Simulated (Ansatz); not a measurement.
**Bands, cutoff and cost in G0W0 for AlN (F-43m)**

Wanted: a G0W0 gap for AlN (F-43m) that is converged in bands and cutoff, or an estimate of the limit.

Calculated with Ansatz 0.2.0; G0W0 on PBE, plane waves, PAW; PAW set soft_1.

**1. The structure**

It takes space group F-43m (No. 216, cubic). Conventional cell: a = 4.368 Å, b = 4.368 Å, c = 4.368 Å, α = 90.00°, β = 90.00°, γ = 90.00°. Nearest to Al lie 4 N at 1.89 Å. N has 4 Al at 1.89 Å nearest. Farther neighbours and most contacts between anions are not listed.

The cell and positions are those that the Materials Project relaxed with its own functionals (PBE, PBE+U or r2SCAN), kept fixed. This is not the form that AlN usually takes at ambient conditions.

**2. 21 empty bands, screening to 60 eV**

G0W0 replaces the xc potential by the self-energy, built once from these orbitals. Only a window of levels is corrected, while the sums run over the empty bands that the input names. This step takes PAW set soft_1 files.

File input.yaml:

```yaml
crystal:
  lattice:
    - [0.0, 2.1839935596, 2.1839935596]
    - [2.1839935596, 0.0, 2.1839935596]
    - [2.1839935596, 2.1839935596, 0.0]
  atoms:
    - { symbol: Al, position: [0.0, 0.0, 0.0] }
    - { symbol: "N", position: [0.75, 0.75, 0.75] }
kpoints:
  mp_grid: { grid: [6, 6, 6] }
hamiltonian:
  xc: pbe
  pseudopotentials: { kind: paw, azcp: { folder: soft_1 } }
scf:
  occupations: { method: fixed }
gw:
  n_empty_bands: 21
  ecut_chi: 60
  qp_bands: [v2, c2]
  qp_kpoints: band_edges
  screening: { model: contour_deformation }
```

On the command line:

```sh
> ansatz run input.yaml --threads 3 --pin off --max-ram 92160MiB --backend cuda --events-out ev --progress --plain --runs-dir out --devices 1 --max-vram 13GiB
```

Numbers of over 12 decimals in the logs are rounded to 6 here.

Log:

```text
GPUs: using 1 of 1 available (devices: 1).
Engine: ansatz 0.2.0, x86_64-unknown-linux-gnu
Pseudopotentials: kind: paw
Pseudopotential: Al, paw, valence charge 3, recommended cutoff 420 eV (normal), soft_1/Al.paw.azcp
Pseudopotential: N, paw, valence charge 5, recommended cutoff 420 eV (normal), soft_1/N.paw.azcp
Functional definition: PBE
  parameter kappa = 0.804
  parameter beta = 0.066725
  exchange = pbe_x(kappa = kappa, mu = beta*pi^2/3)
  correlation = pbe_c(beta = beta)
device memory: the entry about to start is reckoned to put 0.4 GiB on a device that reports 65.7 GiB free (of which the cap on the GPU budget leaves the run 13.0 GiB)
GPU FFT provider: cuFFT
GPU libraries: cuBLAS 13.8.2, cuFFT 12.4.0, cuSOLVER 12.3.4
Crystal: 2 atoms, lattice volume = 20.835 Å³
Basis set: ecut = 420 eV, 411 PW (Γ)
Bands: 8, of which v1, the nominal top of the filled ones, is band 4 counted from 1 (3 counted from 0)
Symmetry: 24 space group operations
Space group: F-43m (ITA 216), of the structure as read, at distance tolerance 2.8e-5 Å
k-points: 16 of 216 (time reversal used)
Non-local potential: Al, projectors of the file, l = 0: 2, l = 1: 2, l = 2: 1
Non-local potential: N, projectors of the file, l = 0: 2, l = 1: 2, l = 2: 1
PAW form: soft (Blöchl's): semilocal exchange-correlation on the pseudo side does not see the compensation charge
PAW one-centre angular grid: Al, 110 points (default); XC on 64 Gauss nodes
PAW one-centre angular grid: N, 110 points (default); XC on 64 Gauss nodes
Initial density: superposition of atomic densities (chi_scale 0.1, normalization cell, long waves kept (reshape's long-wave potential 0.00 eV rms))
Initial wavefunctions: pseudopotential atomic-orbital guess
GPU buffer pool allocated for 13824 grid points (all kernels)
GPU transforms: local potential and band sums: pruned to the plane-wave sphere, on 24×24×24
Functional: x = pbe(κ = 0.804, μ = 0.219515), c = pbe(β = 0.066725)
SCF iter   1: F=—  HF=-925.658789 eV  |F-HF|=—  |Δ(HF+E_count)|=         —  Δρ=1.39e-1  dr2=4.93e0  ethr=3.10e-3  ⟨swp⟩=4.2  Hψ=839  notcnv=0  defer=4
preconditioner: auto → none  [insulator: Δε(μ)=5.460 eV  Ē_g=16.570 eV  n_scr=0 (ndim 8)  ℏωp=23.0 eV  f_vac=0.000  ε∞_Penn≈2.9]
SCF iter   2: F=—  HF=-924.424811 eV  |F-HF|=—  |Δ(HF+E_count)|=    1.23e0  Δρ=7.73e-2  dr2=7.44e-1  ethr=3.10e-3  ⟨swp⟩=2.7  Hψ=400  notcnv=0  defer=20
SCF iter   3: F=—  HF=-924.214508 eV  |F-HF|=—  |Δ(HF+E_count)|=   2.10e-1  Δρ=2.34e-2  dr2=5.69e-2  ethr=3.10e-3  ⟨swp⟩=2.6  Hψ=345  notcnv=0  defer=28
SCF iter   4: F=—  HF=-924.207733 eV  |F-HF|=—  |Δ(HF+E_count)|=   6.78e-3  Δρ=1.45e-3  dr2=2.17e-4  ethr=7.12e-4  ⟨swp⟩=2.0  Hψ=162  notcnv=0  defer=30
SCF iter   5: F=—  HF=-924.207665 eV  |F-HF|=—  |Δ(HF+E_count)|=   6.75e-5  Δρ=4.29e-4  dr2=1.02e-5  ethr=2.72e-6  ⟨swp⟩=2.7  Hψ=210  notcnv=0  defer=30
SCF iter   6: F=—  HF=-924.207667 eV  |F-HF|=—  |Δ(HF+E_count)|=   1.61e-6  Δρ=3.58e-5  dr2=1.60e-7  ethr=1.27e-7  ⟨swp⟩=2.1  Hψ=189  notcnv=0
SCF iter   7: F=-924.207667 eV  HF=-924.207667 eV  |F-HF|=3.73e-9  |Δ(HF+E_count)|=   5.43e-8  Δρ=4.88e-6  dr2=3.02e-9  ethr=1.25e-9  ⟨swp⟩=3.9  Hψ=575  notcnv=0
SCF 1 converged in 7 iterations: F = -924.207667 eV  dr2 = 3.02e-9
  greatest PAW one-centre occupation: 0.790 electrons in one spin orbital (limit 2), on the N atom at site 1 (counted from 0), in its partial waves of l = 0
device memory: the entry about to start is reckoned to put 0.4 GiB on a device that reports 65.1 GiB free (of which the cap on the GPU budget leaves the run 13.0 GiB)
NSCF: frozen V_eff on 16 k-points, pencils in batches of 32, up to order 32
the band table was solved once the SCF had ended and its energy, with any forces and stress, was formed, with the checks that follow a solve (949 applications of the Hamiltonian). They found nothing against the state; the energy, forces and stress were not computed again (output.eigenvalues in the input reference)
device memory: the entry about to start is reckoned to put 0.5 GiB on a device that reports 65.1 GiB free (of which the cap on the GPU budget leaves the run 13.0 GiB)
NSCF: frozen V_eff on 16 k-points, pencils in batches of 32, up to order 120
G₀W₀ screening: q 1/16
[... further progress lines ...]
device memory: the entry about to start is reckoned to put 0.3 GiB on a device that reports 64.0 GiB free (of which the cap on the GPU budget leaves the run 13.0 GiB)
NSCF: frozen V_eff on 1 k-points
device memory: the entry about to start is reckoned to put 0.3 GiB on a device that reports 64.0 GiB free (of which the cap on the GPU budget leaves the run 13.0 GiB)
NSCF: frozen V_eff on 1 k-points
SCF converged after 7 iterations
Free energy (F): -924.207667 eV
Harris-Foulkes:  -924.207667 eV  (|F-HF|=3.73e-9)
Internal energy: -924.207667 eV  (E = F + TS)
E sigma→0 (E₀):  -924.207667 eV
Fermi energy:    6.965493 eV
--- Per-component energies (eV) ---
  E_band       = 15.356268
  E_kinetic    = 156.741246
  E_local      = -209.142472  (includes V_loc(G=0)·N_el)
  E_nonlocal   = 44.656391
  E_hartree    = 77.121741
  E_xc         = -99.069739
  E_vxc        = -107.006535  (∫ρ·V_xc dr)
  E_paw        = -597.912116  (= ΣΔE_a)
  E_vpaw       = -24.136877  (= ΣTr[D̂ρ^β])
  E_aug_tail   = 0.000837  (compensation charges beyond the density's cutoff)
  E_ewald      = -296.603555
  E_smearing   = -0.000000  (= −TS)
  E_closure    = 0.000000  (closes the sum)
  Σ components = -924.207667   (vs F -924.207667, Δ=0.00e0)
--- Band table (eV; the first three rows and the last of 16) ---
  k-point 0: bands = ["-7.9981", "6.9655", "6.9655", "6.9655", "11.1514", "19.5431", "19.5431", "19.5431"]
  k-point 1: bands = ["-7.6016", "5.1152", "6.8345", "6.8345", "12.5774", "18.6294", "19.7025", "19.7025"]
  k-point 2: bands = ["-6.6187", "2.4255", "6.5971", "6.5971", "13.9750", "17.3721", "18.6938", "18.6938"]
  k-point 15: bands = ["-5.2817", "2.6615", "4.1949", "4.4753", "12.2125", "17.2783", "19.9470", "19.9915"]
--- G₀W₀: contour deformation, 5 samples at zero and on the imaginary axis and 3 off it, 216 q-points, 21 empty bands' worth ---
  eigenvalues of the whole cell's RPA ε∞ on this k-mesh (on a slab, of 1 + 4πα/V) = 4.5085, 4.5085, 4.5085; static W/v taken at q = 0 is 0.221805
  bands read: the sum over 25 bands ends inside a degenerate multiplet in 5 slots, whose members it reads at an even weight; the widest, k=0: bands 24 to 26 (counted from 1) at 2/3 each
  gw.qp_kpoints: band_edges: 9 of 16 stored k-points solved, in 1 pass; an edge of the gap read off the rows below is read off those points alone
    valence top: of the k-points left out ik 4 came nearest to being solved in a further pass, in band 3 (counted from 1, as in the quasiparticle table): it holds the edge there only if its correction is more favourable than any solved in that band by at least 0.515 eV; those differ by 0.426 eV
    conduction bottom: of the k-points left out ik 15 came nearest to being solved in a further pass, in band 5 (counted from 1, as in the quasiparticle table): it holds the edge there only if its correction is more favourable than any solved in that band by at least 1.924 eV; those differ by 0.663 eV
    ik  band        ε_KS         Σx   Σc(E_QP)       V_xc       Z   E_QP_lin       E_QP  E_QP is
     0     3      6.9655   -21.7299     3.7457   -17.6767  0.7862     6.6571     6.6580  root
     0     4      6.9655   -21.7299     3.7457   -17.6767  0.7862     6.6571     6.6580  root
     0     5     11.1514    -9.8106    -3.6940   -14.4660  0.8203    12.1197    12.1128  root
     0     6     19.5431    -6.5416    -4.8898   -12.7903  0.8092    20.9237    20.9019  root
     1     3      6.8345   -21.7241     3.7713   -17.6174  0.7855     6.4980     6.4991  root
     1     4      6.8345   -21.7241     3.7713   -17.6174  0.7855     6.4980     6.4991  root
     1     5     12.5774   -10.1092    -3.7811   -15.0503  0.8113    13.7491    13.7374  root
     1     6     18.6294    -6.9105    -4.8641   -13.1362  0.7971    20.0037    19.9909  root
     2     3      6.5971   -21.7382     3.8230   -17.5330  0.7841     6.2134     6.2148  root
     2     4      6.5971   -21.7382     3.8230   -17.5330  0.7841     6.2134     6.2148  root
     2     5     13.9750    -8.6910    -4.2014   -14.0827  0.8124    15.1794    15.1653  root
     2     6     17.3721    -7.4617    -5.0192   -13.8471  0.7707    18.7645    18.7383  root
     3     3      6.4887   -21.7525     3.8469   -17.5043  0.7834     6.0857     6.0874  root
     3     4      6.4887   -21.7525     3.8469   -17.5043  0.7834     6.0857     6.0874  root
     3     5     14.3475    -7.9143    -4.2298   -13.2673  0.8227    15.4822    15.4707  root
     3     6     16.8287    -7.5444    -5.1707   -14.0699  0.7603    18.2286    18.1836  root
     7     3      5.1499   -20.9224     3.9832   -16.3124  0.7752     4.5181     4.5230  root
     7     4      6.4569   -21.7007     3.8365   -17.4550  0.7834     6.0460     6.0477  root
     7     5     14.9497    -7.5630    -4.4649   -13.2587  0.7950    16.2011    16.1805  root
     7     6     15.8132    -7.1541    -4.4634   -12.7723  0.8132    16.9836    16.9680  root
     8     3      5.7664   -21.1252     3.8964   -16.6890  0.7796     5.2232     5.2265  root
     8     4      6.8348   -21.8284     3.7812   -17.7143  0.7853     6.5008     6.5019  root
     8     5     13.9299    -9.6701    -4.1211   -15.1000  0.8010    15.2573    15.2386  root
     8     6     17.7906    -6.3235    -4.8886   -12.3910  0.7992    18.9887    18.9695  root
[...]
10     3      4.4481   -20.4108     4.0431   -15.6341  0.7700     3.7067     3.7145  root
    10     4      5.4764   -21.2835     3.9832   -16.7124  0.7773     4.8844     4.8885  root
    10     5     11.6529    -6.4452    -3.7692   -11.0252  0.8242    12.4690    12.4638  root
    10     6     16.6026    -6.6859    -4.3393   -12.2505  0.8201    17.8435    17.8279  root
    12     3      5.1996   -21.2109     4.0323   -16.5476  0.7753     4.5636     4.5685  root
    12     4      5.1996   -21.2109     4.0323   -16.5476  0.7753     4.5636     4.5685  root
    12     5     10.2882    -5.8665    -3.6412   -10.1533  0.8318    10.9367    10.9338  root
    12     6     15.5843    -6.0620    -4.1860   -11.3011  0.8333    16.6471    16.6374  root
```

Elapsed: 12 s, on 1 × NVIDIA H100 80GB HBM3 (shared by 6 runs) with 3 threads of AMD EPYC 7R13 (Zen 3), shared host; peak memory 0.96 GiB; 6.3 s of CPU time.

The column dr2 measures how far the density is from self-consistency, as an energy; F and HF (Harris–Foulkes) agree once it is small.

Numbers from this step:

* bands summed: 25
* RPA ε∞ on this mesh (eigenvalues): 4.508, 4.508, 4.508
* plane waves in the screening matrix: 15
* q-points in the mesh: 216
* G0W0 gap on the mesh: 4.276 eV
* k of the valence top: 0, 0, 0
* k of the conduction bottom: 0, -0.5, -0.5
* starting gap on the mesh: 3.323 eV
* Z at the valence top: 0.7862
* Z at the conduction bottom: 0.8318
* least direct G0W0 gap on the computed points: 5.455 eV

The gap on the mesh goes from 3.32 eV to 4.28 eV, a correction of +0.95 eV. Between the two edge states, bare exchange in place of the xc potential would open the gap by 8.34 eV, and correlation takes back 7.39 eV.

**3. 62 empty bands, screening to 120 eV**

Bands and screening cutoff are moved together, since each hides the error of the other.

input.yaml, as its differences from that of step 2:

```diff
@@ -16,4 +16,4 @@
 gw:
-  n_empty_bands: 21
-  ecut_chi: 60
+  n_empty_bands: 62
+  ecut_chi: 120
   qp_bands: [v2, c2]
```

Log:

```text
GPUs: using 1 of 1 available (devices: 1).
[...]
GPU FFT provider: cuFFT
GPU libraries: cuBLAS 13.8.2, cuFFT 12.4.0, cuSOLVER 12.3.4
Crystal: 2 atoms, lattice volume = 20.835 Å³
Basis set: ecut = 420 eV, 411 PW (Γ)
Bands: 8, of which v1, the nominal top of the filled ones, is band 4 counted from 1 (3 counted from 0)
Symmetry: 24 space group operations
[...]
k-points: 16 of 216 (time reversal used)
[...]
GPU buffer pool allocated for 13824 grid points (all kernels)
[...]
SCF iter   1: F=—  HF=-925.658789 eV  |F-HF|=—  |Δ(HF+E_count)|=         —  Δρ=1.39e-1  dr2=4.93e0  ethr=3.10e-3  ⟨swp⟩=4.2  Hψ=839  notcnv=0  defer=4
[...]
SCF iter   7: F=-924.207667 eV  HF=-924.207667 eV  |F-HF|=3.73e-9  |Δ(HF+E_count)|=   5.43e-8  Δρ=4.88e-6  dr2=3.02e-9  ethr=1.25e-9  ⟨swp⟩=3.9  Hψ=575  notcnv=0
SCF 1 converged in 7 iterations: F = -924.207667 eV  dr2 = 3.02e-9
[...]
NSCF: frozen V_eff on 16 k-points, pencils in batches of 32, up to order 32
[...]
NSCF: frozen V_eff on 16 k-points
G₀W₀ screening: q 1/16
[... further progress lines ...]
[...]
SCF converged after 7 iterations
Free energy (F): -924.207667 eV
[...]
Internal energy: -924.207667 eV  (E = F + TS)
E sigma→0 (E₀):  -924.207667 eV
Fermi energy:    6.965493 eV
[...]
--- Band table (eV; the first three rows and the last of 16) ---
[...]
0     3      6.9655   -21.7299     3.2496   -17.6767  0.7796     6.1555     6.1619  root
     0     4      6.9655   -21.7299     3.2496   -17.6767  0.7796     6.1555     6.1619  root
     0     5     11.1514    -9.8106    -3.8722   -14.4660  0.8142    11.9389    11.9346  root
     0     6     19.5431    -6.5416    -5.2268   -12.7903  0.8051    20.5746    20.5650  root
     1     3      6.8345   -21.7241     3.2848   -17.6174  0.7789     6.0059     6.0126  root
     1     4      6.8345   -21.7241     3.2848   -17.6174  0.7789     6.0059     6.0126  root
     1     5     12.5774   -10.1092    -4.0555   -15.0503  0.8053    13.4694    13.4630  root
     1     6     18.6294    -6.9105    -5.2215   -13.1362  0.7964    19.6450    19.6336  root
[...]
12     3      5.1996   -21.2109     3.6389   -16.5476  0.7700     4.1617     4.1752  root
    12     4      5.1996   -21.2109     3.6389   -16.5476  0.7700     4.1617     4.1752  root
    12     5     10.2882    -5.8665    -3.8334   -10.1533  0.8306    10.7430    10.7416  root
    12     6     15.5843    -6.0620    -4.4641   -11.3011  0.8318    16.3643    16.3593  root
```

Wall time 10 s (1 × NVIDIA H100 80GB HBM3 (shared by 6 runs) with 3 threads); peak memory 0.97 GiB.

This step gave:

| Item | Value |
| --- | --- |
| bands summed | 66 |
| RPA ε∞ on this mesh (eigenvalues) | 4.407, 4.407, 4.407 |
| plane waves in the screening matrix | 59 |
| q-points in the mesh | 216 |
| G0W0 gap on the mesh | 4.580 eV |
| k of the valence top | 0, 0, 0 |
| k of the conduction bottom | 0, -0.5, -0.5 |
| starting gap on the mesh | 3.323 eV |
| Z at the valence top | 0.7796 |
| Z at the conduction bottom | 0.8306 |
| least direct G0W0 gap on the computed points | 5.773 eV |

Against the run with 6×6×6 mesh, 21 empty bands, screening to 60 eV, PAW set soft_1 files, the gap moves by +0.30 eV.

**4. 133 empty bands, screening to 200 eV**

input.yaml, as its differences from that of step 3:

```diff
@@ -16,4 +16,4 @@
 gw:
-  n_empty_bands: 62
-  ecut_chi: 120
+  n_empty_bands: 133
+  ecut_chi: 200.0
   qp_bands: [v2, c2]
```

Log:

```text
GPUs: using 1 of 1 available (devices: 1).
[...]
GPU FFT provider: cuFFT
GPU libraries: cuBLAS 13.8.2, cuFFT 12.4.0, cuSOLVER 12.3.4
Crystal: 2 atoms, lattice volume = 20.835 Å³
Basis set: ecut = 420 eV, 411 PW (Γ)
Bands: 8, of which v1, the nominal top of the filled ones, is band 4 counted from 1 (3 counted from 0)
Symmetry: 24 space group operations
[...]
k-points: 16 of 216 (time reversal used)
[...]
1     6     18.6294    -6.9105    -5.3393   -13.1362  0.7962    19.5250    19.5157  root
[...]
12     3      5.1996   -21.2109     3.4234   -16.5476  0.7678     3.9394     3.9598  root
    12     4      5.1996   -21.2109     3.4234   -16.5476  0.7678     3.9394     3.9598  root
    12     5     10.2882    -5.8665    -3.9027   -10.1533  0.8303    10.6733    10.6723  root
    12     6     15.5843    -6.0620    -4.5408   -11.3011  0.8317    16.2866    16.2826  root
[key lines of the parts left out:]
SCF converged after 7 iterations
Free energy (F): -924.207667 eV
Fermi energy:    6.965493 eV
```

The job ended after 20 s (1 × NVIDIA H100 80GB HBM3 (shared by 6 runs) with 3 threads; peak memory 1 GiB).

Numbers from this step:

- bands summed: 137
- RPA ε∞ on this mesh (eigenvalues): 4.393, 4.393, 4.393
- plane waves in the screening matrix: 137
- G0W0 gap on the mesh: 4.777 eV
- k of the valence top: 0, 0, 0
- k of the conduction bottom: 0, -0.5, -0.5
- starting gap on the mesh: 3.323 eV
- least direct G0W0 gap on the computed points: 5.878 eV

Against the run with 6×6×6 mesh, 62 empty bands, screening to 120 eV, PAW set soft_1 files, the gap moves by +0.20 eV.

**5. Changing the k mesh: 4×4×4 mesh, 62 empty bands, screening to 120 eV, PAW set soft_1 files**

Only the mesh changes. It samples the long-range screening, which converges on its own terms. Bands and cutoff differ from the step before, so it is read against an earlier run that matches them.

input.yaml, as its differences from that of step 4:

```diff
@@ -9,3 +9,3 @@
 kpoints:
-  mp_grid: { grid: [6, 6, 6] }
+  mp_grid: { grid: [4, 4, 4] }
 hamiltonian:
@@ -16,4 +16,4 @@
 gw:
-  n_empty_bands: 133
-  ecut_chi: 200.0
+  n_empty_bands: 62
+  ecut_chi: 120
   qp_bands: [v2, c2]
```

Log:

```text
GPUs: using 1 of 1 available (devices: 1).
[...]
GPU FFT provider: cuFFT
GPU libraries: cuBLAS 13.8.2, cuFFT 12.4.0, cuSOLVER 12.3.4
Crystal: 2 atoms, lattice volume = 20.835 Å³
Basis set: ecut = 420 eV, 411 PW (Γ)
Bands: 8, of which v1, the nominal top of the filled ones, is band 4 counted from 1 (3 counted from 0)
Symmetry: 24 space group operations
[...]
k-points: 8 of 64 (time reversal used)
[...]
1     6     17.9595    -7.2241    -5.3369   -13.5189  0.7814    18.9331    18.9173  root
[...]
6     3      5.2229   -21.3001     3.7457   -16.5409  0.7680     4.1959     4.2095  root
     6     4      5.2229   -21.3001     3.7457   -16.5409  0.7680     4.1959     4.2095  root
     6     5     10.2928    -5.7297    -3.9887   -10.1398  0.8254    10.7156    10.7142  root
     6     6     15.5893    -5.9960    -4.5662   -11.2947  0.8272    16.3266    16.3217  root
[key lines of the parts left out:]
SCF converged after 7 iterations
Free energy (F): -924.172942 eV
Fermi energy:    6.994196 eV
```

Run time: 9 s. Hardware: 1 × NVIDIA H100 80GB HBM3 (shared by 6 runs) with 3 threads; peak memory 0.96 GiB.

This step gave:

* bands summed: 66
* RPA ε∞ on this mesh (eigenvalues): 4.980, 4.980, 4.980
* plane waves in the screening matrix: 59
* G0W0 gap on the mesh: 4.516 eV
* k of the valence top: 0, 0, 0
* k of the conduction bottom: 0, -0.5, -0.5
* starting gap on the mesh: 3.299 eV
* least direct G0W0 gap on the computed points: 5.741 eV

Against the run with 6×6×6 mesh, 62 empty bands, screening to 120 eV, PAW set soft_1 files, the gap moves by −0.06 eV, while the start moved by −0.02 eV.

(Part 1 of 2 ends here.)

[Paths, hosts, dates, memory and timing lines, banners, echoed tables and standing remarks are left out of the program output.]

[Logs are printed without paths, hosts, clocks, repeated set-up lines and the standing remarks that a program may print on its own settings, such as how far it seeks lower states.]

[Runs of the session that timed out or met a known fault of the program may be left out.]

[Cells called generated may have been cut or substituted from an entry of the Crystallography Open Database or the Materials Project.]

[Hosts, paths, dates, database ids (printed as entryN), source tags and the programs' standing remarks are cut or masked in the printed files.]
